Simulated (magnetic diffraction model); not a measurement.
## Solving a magnetic structure from powder neutron data: Y₂Zn₉FeRu₂

Space group Cmcm (no. 63), a = 12.3700 Å, b = 7.2500 Å, c = 9.4450 Å.

```csv
site,atom,x,y,z
8e,Ru,0.6779,0,0
8g,Y,0.6604,0.6644,1/4
8g,Zn,0.3933,0.0593,1/4
8f,Zn,1/2,0.8503,0.4410
16h,Zn,0.6626,0.6772,0.5729
4c,Zn,1/2,0.3607,1/4
4a,Fe,0,0,0
```

The compound is invented for this exercise: a known structure type with other elements, its cell scaled to their sizes and not relaxed.

Only Fe is taken to order (form factors of Fe2+); orders and moment sizes are assumed, and not adapted to the symmetry. Radiation: neutrons of λ = 1.909 Å, 8° to 45°; isotropic B of 0.41 Å² (Ru), 0.4 Å² (Y), 0.49 Å² (Zn) and 0.39 Å² (Fe). The intensities are simulated: I ∝ L Σ (|F_N|² + |F_M⊥|²) for unpolarised neutrons, with F_M = 2.695 fm/μB × Σ f(s) S exp(2πi Q·r) exp(−B s²) at Q = H ± k (one set where k and −k are equivalent), only the part normal to Q counting and L = 1/(sin²θ cos θ). For collinear order S is the moment m, which repeats by lattice and centring translations R with the sign exp(−2πi k·R). Form factors are spin-only for 3d ions and dipole or tabulated for f ions, scattering lengths are Sears's of 1992, and absorption is left out. A label names one of the reflections at its angle. The strongest nuclear line in the range is 100, and lines under 0.2 are left out.

Above the ordering temperature:

```
2θ (°)    index      I
 17.55  (1 1 0)    2.7
 17.75  (2 0 0)    7.5
 21.09  (1 1 1)    6.5
 23.32  (0 0 2)   66.0
 29.34  (1 1 2)    3.7
 29.46  (2 0 2)    0.8
 30.53  (0 2 0)    8.6
 30.89  (3 1 0)   20.3
 32.76  (0 2 1)    6.0
 33.10  (3 1 1)    9.6
 35.54  (2 2 0)   19.9
 35.96  (4 0 0)   16.9
 37.51  (2 2 1)   61.1
 38.77  (0 2 2)   45.7
 39.06  (3 1 2)   81.2
 39.68  (1 1 3)    1.6
 42.95  (2 2 2)    1.9
 43.30  (4 0 2)  100.0
```

Below it (cell unchanged):

```tsv
2θ (°)	I
17.55	2.7
17.75	7.5
18.50	4.9
18.69	2.4
21.09	6.5
23.32	66.0
24.84	1.4
24.99	0.7
29.34	3.7
29.46	0.8
30.53	8.6
30.89	20.3
31.10	0.8
31.45	1.4
32.76	6.0
33.10	9.6
34.33	0.3
35.38	0.4
35.54	19.9
35.69	0.8
35.96	16.9
36.04	1.0
36.45	0.5
37.51	61.1
38.77	45.7
39.06	81.2
39.68	1.6
39.85	0.6
40.23	0.3
42.95	1.9
43.07	0.3
43.30	100.0
```

**Question.** Find the propagation vector, then choose among these models:
A. collinear moments along [001], 0.85 μB on Fe; signs + at (0, 0, 0), − at (0, 0, 1/2)
B. collinear moments along [111], 0.85 μB on Fe; signs + at (0, 0, 0), − at (0, 0, 1/2)
C. collinear moments along [111], 0.85 μB on Fe; signs + at (0, 0, 0), + at (0, 0, 1/2)
D. collinear moments along [001], 0.85 μB on Fe; signs + at (0, 0, 0), + at (0, 0, 1/2)

The new lines index as (1 1 1/2) at 18.50°, (2 0 1/2) at 18.69°, (1 1 3/2) at 24.84° and (2 0 3/2) at 24.99°, that is as H ± k with k = (0 0 3/2). Half indices mean that the moments reverse under translations with k·R a half-integer, and the magnetic cell has twice the primitive volume.

Magnetic intensity, observed (below minus above) and for each model:

| 2θ (°) | index | observed | A | B | C | D |
| --- | --- | --- | --- | --- | --- | --- |
| 17.44 | (0 0 3/2) | <0.2 | <0.2 | 1.1 | 1.1 | <0.2 |
| 18.50 | (1 1 1/2) | 4.9 | 4.9 | 4.0 | 4.0 | 4.9 |
| 18.69 | (2 0 1/2) | 2.4 | 2.4 | 1.3 | 1.3 | 2.4 |
| 24.84 | (1 1 3/2) | 1.4 | 1.4 | 2.0 | 2.0 | 1.4 |
| 31.45 | (3 1 1/2) | 1.4 | 1.4 | 0.9 | 0.9 | 1.4 |
| 34.33 | (1 1 5/2) | 0.3 | 0.3 | 0.8 | 0.8 | 0.3 |
| 35.69 | (3 1 3/2) | 0.8 | 0.8 | 0.6 | 0.6 | 0.8 |
| 36.04 | (2 2 1/2) | 1.0 | 1.0 | 0.8 | 0.8 | 1.0 |

Models A and D match alike on every line, so these data can't choose among them (such ties are often domains of one structure).

The structure used: k = (0 0 3/2), collinear moments along [001], 0.85 μB on Fe; signs + at (0, 0, 0), − at (0, 0, 1/2).

[Logs are printed without paths, hosts, clocks, repeated set-up lines and the standing remarks that a program may print on its own settings, such as how far it seeks lower states.]
